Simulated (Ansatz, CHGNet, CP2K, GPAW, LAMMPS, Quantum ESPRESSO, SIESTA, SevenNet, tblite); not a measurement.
# tblite on liquid (Cs,Na,Li)Cl at 1200 K (74 atoms): settings against a plane-wave reference

Aim: run liquid (Cs,Na,Li)Cl at 1200 K (74 atoms) in tblite and see how near its forces come to a plane-wave reference, and at what cost.

Method: the method is named at each step, in tblite 0.8.0.

## Step 1: The starting structure

The cell holds 74 atoms: 16 Cs, 5 Na, 16 Li and 37 Cl. Its edges and angles: a = 13.948 Å, b = 13.948 Å, c = 13.948 Å, α = 90.0°, β = 90.0°, γ = 90.0°. 74 atoms (16 Cs, 5 Na, 16 Li, 37 Cl) placed at random at 2.24 g/cm³, melted at 1800 K for 10 ps at fixed volume with the Lennard-Jones and Coulomb ion parameters for SPC/E (Joung and Cheatham, J. Phys. Chem. B 112, 9020 (2008)), full charges. Snapshot at the end of a hold of 20 ps at 1200 K and fixed volume.

The yardstick, on the same geometry:

- method: Kohn-Sham DFT, PBE, PAW, plane waves (Ansatz 0.2.0); cutoff 420 eV, Γ point, fermi-dirac smearing of 0.05 eV; PAW set soft_2
- r.m.s. force component: 0.4728 eV/Å
- longest force: 1.917 eV/Å
- pressure: 0.3406 GPa
- gap (highest filled to lowest empty level): 3.663 eV
- SCF cycles: 7
- time: 14 s on 8 threads of Arm Neoverse V2, shared host
- CPU time: 1.7 min

## Step 2: GFN1-xTB

Method: GFN1-xTB tight binding, diagonalisation.

Contents of run.py:

```python
import numpy as np
from ase.io import read
from tblite.ase import TBLite

atoms = read("structure.xyz")
atoms.calc = TBLite(method="GFN1-xTB", electronic_temperature=580, accuracy=1.0, max_iterations=250, mixer_damping=0.4, verbosity=1)
energy = atoms.get_potential_energy()
forces = atoms.get_forces()
print(f"energy {energy:.6f} eV")
print("forces (eV/A)")
for i, (a, f) in enumerate(zip(atoms, forces)):
    print(f"{i:4d} {a.symbol:2s} {f[0]:10.5f} {f[1]:10.5f} {f[2]:10.5f}")
stress = -atoms.get_stress(voigt=False) * 160.21766
print("stress (GPa, compression positive)")
for row in stress:
    print(" ".join(f"{x:10.4f}" for x in row))
print("charges (e)")
print(np.array2string(atoms.get_charges(), precision=4, suppress_small=True, max_line_width=110, threshold=100000))
```

Contents of structure.xyz:

```xyz
74
Lattice="13.94850 0.00000 0.00000 0.00000 13.94850 0.00000 0.00000 0.00000 13.94850" Properties=species:S:1:pos:R:3 pbc="T T T"
Cs 8.52072 11.01374 5.28425
Cs 9.41761 13.00126 10.74076
Cs 3.56273 7.29953 4.58669
Cs 12.41277 1.70367 1.45873
Cs 6.49735 9.17616 7.49090
Cs 3.83612 11.94033 5.92616
Cs 12.59731 12.61753 4.68697
Cs 13.91279 10.01335 9.70802
Cs 7.70906 3.73164 11.94619
Cs 8.60818 5.50324 7.15753
Cs 1.92838 7.98496 0.23587
Cs 7.31529 5.29164 2.68216
Cs 4.36630 1.33403 11.59106
Cs 2.76431 3.61950 1.27657
Cs 0.34397 5.07167 6.48396
Cs 1.13387 0.35178 9.39808
Na 3.48141 6.89377 9.85768
Na 4.50913 10.95543 11.21166
Na 10.21295 1.52122 6.47141
Na 5.52974 10.49527 1.79629
Na 11.89305 7.03144 10.85500
Li 12.31625 5.86813 1.55149
Li 10.67018 7.36983 4.60189
Li 1.18897 4.93610 11.58548
Li 9.91153 8.59228 13.03543
Li 11.70377 2.55355 11.40290
Li 6.98862 0.28023 8.46548
Li 0.48680 9.45931 5.54076
Li 8.17298 1.32315 2.75581
Li 10.94943 9.08368 7.52940
Li 4.90625 3.76679 7.70655
Li 8.66537 12.03170 0.98337
Li 12.56565 9.28063 1.87956
Li 0.01492 11.97479 13.38861
Li 4.21370 0.00628 1.91122
Li 6.71927 8.05875 13.69017
Li 2.72442 1.96367 5.90858
Cl 9.25567 12.48209 7.65396
Cl 3.46299 2.12659 8.32391
Cl 13.27018 1.95893 6.46471
Cl 7.29297 0.99341 10.66028
Cl 10.53279 10.74286 1.65555
Cl 5.24310 8.40648 11.71702
Cl 3.18151 0.13837 4.13754
Cl 12.35056 8.39532 13.52809
Cl 0.78851 7.30162 10.64745
Cl 0.04980 3.13799 10.85640
Cl 10.07947 8.98283 9.92882
Cl 5.38175 6.18309 8.11049
Cl 10.31492 1.52192 13.12596
Cl 1.83018 11.22422 11.78648
Cl 3.61001 4.90220 12.36827
Cl 1.50002 7.82846 6.98694
Cl 0.37508 10.97175 1.78178
Cl 12.79998 13.06500 11.05991
Cl 6.03579 2.66667 2.10148
[... 14 atom lines left out ...]
Cl 2.52858 0.56840 0.16850
Cl 13.19277 7.46858 3.17300
Cl 11.32032 6.79459 7.03730
Cl 6.68370 13.22862 1.78332
```

Run with:

```console
> OMP_NUM_THREADS=1 python run.py > output.txt
```

Output:

```text
------------------------------------------------------------
  cycle        total energy    energy error   density error
------------------------------------------------------------
      1     -173.1384564394  -1.7299277E+02   5.6659248E-01
      2     -135.7109140069   3.7427542E+01   3.6080635E-01
      3      8255.252559307   8.3909635E+03   2.9143785E+00
      4     -155.9838811215  -8.4112364E+03   1.6074223E-01
      5     -165.7628665489  -9.7789854E+00   1.0626465E-01
      6     -168.1127511185  -2.3498846E+00   8.9393505E-02
      7     -173.0051677793  -4.8924167E+00   3.7049917E-02
      8     -173.0030082773   2.1595020E-03   3.6829726E-02
      9     -174.1370135399  -1.1340053E+00   5.1438627E-03
     10     -174.1465957335  -9.5821936E-03   2.6272897E-03
     11     -174.1494636935  -2.8679600E-03   1.4433836E-03
     12     -174.1511802901  -1.7165967E-03   2.5702729E-04
     13     -174.1512038711  -2.3580917E-05   1.1080684E-04
     14     -174.1512119453  -8.0741995E-06   1.9749811E-05
     15     -174.1512122550  -3.0975335E-07   3.4116676E-06
------------------------------------------------------------
 total:                                   2.480 sec
energy -4738.895863 eV
forces (eV/A)
   0 Cs    2.11995    1.89074   -2.84596
   1 Cs    0.31661   -0.32646    0.16094
   2 Cs    0.14021    0.08031   -0.07496
   3 Cs    0.03403   -0.05434    0.01122
   4 Cs   -2.08670   -1.97905    2.64203
   5 Cs   -0.15695    0.10872    0.35467
   6 Cs    0.17180    0.18951   -0.02385
   7 Cs   -0.25636    0.11207   -0.14782
   8 Cs    0.06104    0.23338    0.19956
   9 Cs   -0.01592   -0.25939    0.18092
  10 Cs   -0.05945   -0.07318   -0.17506
  11 Cs    0.08989    0.08163    0.14566
  12 Cs   -0.04687    0.02587    0.16804
  13 Cs    0.56826   -0.05300    0.22891
  14 Cs   -0.29660   -0.15140    0.04592
  15 Cs   -0.31130   -0.07322   -0.18321
  16 Na   -0.03244   -0.04523    0.22917
  17 Na   -0.11086   -0.07323   -0.06967
  18 Na    0.08171   -0.08651   -0.09902
  19 Na    0.16119   -0.21033   -0.04898
  20 Na    0.00823   -0.05227    0.02938
  21 Li    0.28902   -0.36881    0.22193
  22 Li    0.16360   -0.00466    0.32001
  23 Li    0.16141   -0.04717    0.21958
[...]
66 Cl    0.08795    0.45216   -0.28009
  67 Cl   -0.18865    0.45628   -0.04024
  68 Cl    0.20870   -0.95695    0.10952
  69 Cl    0.15396    0.13783   -0.07240
  70 Cl    0.32027   -0.36093    0.36684
  71 Cl   -0.13439    0.14970   -0.01819
  72 Cl   -0.00968    0.42041   -0.19973
  73 Cl    0.11874   -0.26829    0.05479
stress (GPa, compression positive)
   -3.0929     0.3780    -0.2418
    0.3780    -2.8011    -0.1497
   -0.2418    -0.1497    -2.9789
charges (e)
[ 0.8109  0.79    0.8116  0.7871  0.8135  0.8091  0.8027  0.7939  0.8002  0.8081  0.7851  0.8004  0.7983
  0.7962  0.8014  0.7947  0.7587  0.7603  0.7723  0.7548  0.7573  0.4752  0.4926  0.4625  0.4848  0.4894
  0.4816  0.5028  0.4891  0.4775  0.4725  0.4603  0.4415  0.5077  0.4682  0.4516  0.5013 -0.7363 -0.5793
 -0.7554 -0.7038 -0.5722 -0.6855 -0.6103 -0.5597 -0.6896 -0.5617 -0.6405 -0.6874 -0.6684 -0.6888 -0.6859
 -0.6727 -0.6208 -0.7039 -0.6607 -0.6782 -0.6646 -0.6268 -0.6538 -0.5506 -0.7154 -0.6998 -0.7531 -0.5633
 -0.7008 -0.7125 -0.6406 -0.6638 -0.789  -0.6745 -0.5268 -0.6242 -0.5446]
```

Wall time 3 s (1 thread of Arm Neoverse V2, shared host); peak memory 0.16 GiB.

Banners, paths, timers and routine set-up lines are dropped from the logs unmarked, and long logs keep their key lines alone; longer cuts are marked.

Against the reference:

* r.m.s. force component: 0.4572 eV/Å
* r.m.s. difference of force components: 396.6 meV/Å
* longest difference of force vectors: 3238 meV/Å
* force difference over r.m.s. force: 83.88 %
* slope of forces against the reference's: 0.6157
* correlation of force components: 0.6367
* pressure: -2.958 GPa
* pressure difference: -3.298 GPa

Length of the force difference by element (eV/Å):

```tsv
element	atoms	mean	most
Cl	37	0.34	0.93
Cs	16	0.99	3.2
Li	16	0.18	0.32
Na	5	0.21	0.35
```

The surroundings of Cl70, whose charge lies farthest from its element's mean, nearest first, numbered as they follow in the input and with coordinates relative to it.

```tsv
atom	x	y	z	distance (Å)	Mulliken charge (e)	Fx	Fy	Fz (eV/Å)
Cl70	0.00	0.00	0.00	0.00	-0.79	0.15	0.14	-0.07
Na20	0.42	0.55	-2.42	2.52	0.75	0.16	-0.21	-0.05
Cs6	-1.27	2.00	1.71	2.92	0.81	-0.16	0.11	0.35
Cs3	-1.54	-2.64	0.37	3.08	0.81	0.14	0.08	-0.07
Cs5	1.39	-0.77	3.27	3.64	0.81	-2.09	-1.98	2.64
Cs1	3.42	1.07	1.06	3.73	0.81	2.12	1.89	-2.85
Cl67	-0.11	-2.67	-2.62	3.74	-0.71	0.09	0.45	-0.28
Cl62	2.97	-2.23	0.87	3.81	-0.72	0.60	0.03	-0.16
Cl74	1.58	3.29	-2.44	4.39	-0.54	0.12	-0.27	0.05
```

Atoms are counted from 1 here, from 0 in the log.

Forces lie 84 % from the reference's, at 0.029 times its CPU time (on 1 against 8 cores).

The difference per atom is largest on Cs (0.99 eV/Å on average, against 0.34 on Cl).

## Step 3: Summary of results

| Property | Result |
| --- | --- |
| force difference from the reference | tblite GFN1-xTB, 84 % |
| its CPU time | 3 s |

Tight binding differs by 84 % (tblite GFN1-xTB); it is another model, with fitted parameters of its own, and the xTB methods hold dispersion. One electronic-structure run takes under half the reference's CPU time: tblite GFN1-xTB, at 84 % in 3 s against 1.7 min, too far off to be of use; its pressure misses by -3.3 GPa. Periodic xTB results under one method name differ between programs and library versions. The frame stands for 1200 K, but pressures are static and levels are smeared at 580 K. The network of bonds at the start is that of the classical potential that made the cell, and needn't be the one that DFT or experiment would give. The ion parameters were fitted for water, not for melts, so the starting structure of this cell may lie well off the real melt's. The electronic-structure runs sample only Γ, in a cell whose shortest periodic width is 14 Å. Spin–orbit coupling is left out, which matters for the levels of the heavy elements.

[Also dropped from logs without a mark: logging warnings of Python, and SIESTA's first energy breakdown and zero terms.]

[Logs are printed without paths, hosts, clocks, repeated set-up lines and the standing remarks that a program may print on its own settings, such as how far it seeks lower states.]

[Hosts, paths, dates, database ids (printed as entryN), source tags and the programs' standing remarks are cut or masked in the printed files.]
